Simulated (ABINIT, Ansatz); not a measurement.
# InH (Pm-3m): zone-centre phonons

Aim: the zone-centre modes of InH (Pm-3m).

Method: DFT PBEsol, scalar-relativistic, plane waves, PseudoDojo norm-conserving pseudopotentials, in ABINIT 10.8.3.

This is a report of a sequence of runs, with most program output left out.

The structure was built from a prototype and need not be the compound's stable phase.

## 1. The structure

Symmetry: Pm-3m, No. 221, cubic system. The conventional cell has a = 3.101 Å, b = 3.101 Å, c = 3.101 Å, α = 90.00°, β = 90.00°, γ = 90.00°. Nearest to In lie 8 H at 2.69 Å. Nearest to H lie 8 In at 2.69 Å. Farther neighbours are not listed.

## 2. Relaxing the cell and atoms

The harmonic expansion needs vanishing forces, and a free crystal bears no stress, so cell and atoms are brought to rest. Stress is more sensitive to the basis than forces are: the last 3 Ha under the cutoff are smoothed with ecutsm, and the cutoff is raised above that of the later runs.

The starting cell comes from a relaxation made beforehand in Ansatz (PBEsol, PseudoDojo NC).

relax.abi reads:

```
# relaxation
ionmov 2
optcell 2
dilatmx 1.08
ntime 40
tolmxf 1.0d-05
tolvrs 1.0d-14
prtwf 0
prtden 0
chksymtnons 0

# basis, mesh and filling
ecut 40.0
ecutsm 3.0
ngkpt 10 10 10
nshiftk 1
shiftk 0.0 0.0 0.0
istwfk *1
occopt 7
tsmear 0.01
nband 13
nstep 100
diemac 1000000.0
prtebands 0
prtgsr 0
useylm 1

# cell and atoms
acell 3*1.0 Angstrom
rprim 
    3.100789141 0.0 0.0
    0.0 3.100789141 0.0
    0.0 0.0 3.100789141
ntypat 2
znucl 49 1
natom 2
typat 1 2
xred 
    0.0 0.0 0.0
    0.5 0.5 0.5
pp_dirpath "./pseudo"
pseudos "In.upf, H.upf"
```

Command:

```bash
$ OMP_NUM_THREADS=1 mpirun -n 4 abinit relax.abi > relax.log
```

Wall time 50 s (4 MPI ranks of Arm Neoverse V2, shared host); 3.4 min of CPU time.

Step by step:

```csv
step,energy less that of the first step (eV),largest force (eV/Å),volume (Å³)
1,0.0000,0.0000,29.81
2,-0.0001,0.0000,29.77
3,-0.0005,0.0000,29.48
4,-0.0005,0.0000,29.49
```

```csv
"conventional cell, symmetrised",before,after,change
a (Å),3.101,3.089,-0.4 %
b (Å),3.101,3.089,-0.4 %
c (Å),3.101,3.089,-0.4 %
volume (Å³/atom),14.91,14.74,-1.1 %
```

Final coordinates:

```xyz
2
Lattice="3.0894 0.0000 0.0000 0.0000 3.0894 0.0000 0.0000 0.0000 3.0894" Properties=species:S:1:pos:R:3 pbc="T T T"
In    0.0000    0.0000    0.0000
H     1.5447    1.5447    1.5447
```

Numbers from this step:

* volume per atom: 14.74 Å³
* pressure: -1.58e-4 GPa
* gap on the k-mesh: 0 eV

The volume changes by -1.1 % from the cell with which this run began.

## 3. Self-consistent run for the response

First-order wavefunctions inherit every error of the ground state, hence the very tight tolvrs. Occupations are smeared.

gs.abi reads:

```
# ground state
tolvrs 1.0d-16
prtden 1
prtwf 1
prtpot 1

# basis, mesh and filling
ecut 32.0
ngkpt 12 12 12
nshiftk 1
shiftk 0.0 0.0 0.0
istwfk *1
occopt 7
tsmear 0.01
nband 13
nstep 100
diemac 1000000.0
prtebands 0
prtgsr 0
useylm 1

# cell and atoms
acell 3*1.0 Angstrom
rprim 
    3.08942614 0.0 0.0
    0.0 3.08942614 0.0
    0.0 0.0 3.08942614
ntypat 2
znucl 49 1
natom 2
typat 1 2
xred 
    0.0 0.0 0.0
    0.5 0.5 0.5
pp_dirpath "./pseudo"
pseudos "In.upf, H.upf"
```

Command:

```bash
$ OMP_NUM_THREADS=1 mpirun -n 4 abinit gs.abi > gs.log
```

Elapsed: 13 s, on 4 MPI ranks; 53 s of CPU time.

Numbers from this step:

```yaml
pressure: 0.006150 GPa
```

The cell stands at 0.0061 GPa, close enough for phonons.

## 4. Zone-centre response

At q = 0 one unit cell holds all displacements. The response is solved for single atoms along the cell's directions, and symmetry skips those that follow from others. The crystal is treated as a metal, which screens a static field, so no field response is asked.

dfpt_gamma.abi reads:

```

# common to the responses
getwfk_filepath "gso_WFK"
kptopt 2
nqpt 1
qpt 0.0 0.0 0.0
asr 0
chneut 0

# displacements
rfphon 1
rfatpol 1 2
rfdir 1 1 1
tolvrs 1.0d-10
prtwf 0

# basis, mesh and filling
ecut 32.0
ngkpt 12 12 12
nshiftk 1
shiftk 0.0 0.0 0.0
istwfk *1
occopt 7
tsmear 0.01
nband 13
nstep 100
diemac 1000000.0
prtebands 0
prtgsr 0
useylm 1

# cell and atoms
acell 3*1.0 Angstrom
rprim 
    3.08942614 0.0 0.0
    0.0 3.08942614 0.0
    0.0 0.0 3.08942614
ntypat 2
znucl 49 1
natom 2
typat 1 2
xred 
    0.0 0.0 0.0
    0.5 0.5 0.5
pp_dirpath "./pseudo"
pseudos "In.upf, H.upf"
```

Command:

```bash
$ OMP_NUM_THREADS=1 mpirun -n 4 abinit dfpt_gamma.abi > dfpt_gamma.log
```

The job ended after 44 s (4 MPI ranks).

Numbers from this step:

* largest acoustic frequency at the zone centre before the sum rule: 4.48 cm⁻¹
* highest optical zone-centre mode (no LO-TO term): -487.3 cm⁻¹
* lowest optical zone-centre mode: -487.3 cm⁻¹

The acoustic modes at Γ come out as far as 4.5 cm⁻¹ from zero, where they should vanish, a small numerical error. The lowest optical mode is imaginary, 487i cm⁻¹, an instability at this level and on this k mesh.

## 5. Outcome

| Item | Value |
| --- | --- |
| space group after relaxation | Pm-3m |
| volume per atom | 14.7 Å³ |
| highest optical zone-centre mode (no LO-TO term) | -487.3 cm⁻¹ |

In words: At the PBEsol level the optical modes of InH (Pm-3m) at the zone centre lie at 487i cm⁻¹, so the structure is a saddle point, with 3 modes beyond 10i cm⁻¹ there. These are harmonic frequencies at zero temperature: anharmonic shifts and linewidths and thermal expansion are left out. In a metal the frequencies hang on the k mesh and the smearing, most of all near Kohn anomalies. A run on a mesh of wavevectors was begun and cut off at its time limit; it is not shown, and nothing is said of wavevectors that it left out. The structure is a hypothetical one, built on a prototype.

[Host names and launcher messages were left out of these logs when they were recorded.]

[Logs are printed without paths, hosts, clocks, repeated set-up lines and the standing remarks that a program may print on its own settings, such as how far it seeks lower states.]

[Hosts, paths, dates, database ids (printed as entryN), source tags and the programs' standing remarks are cut or masked in the printed files.]
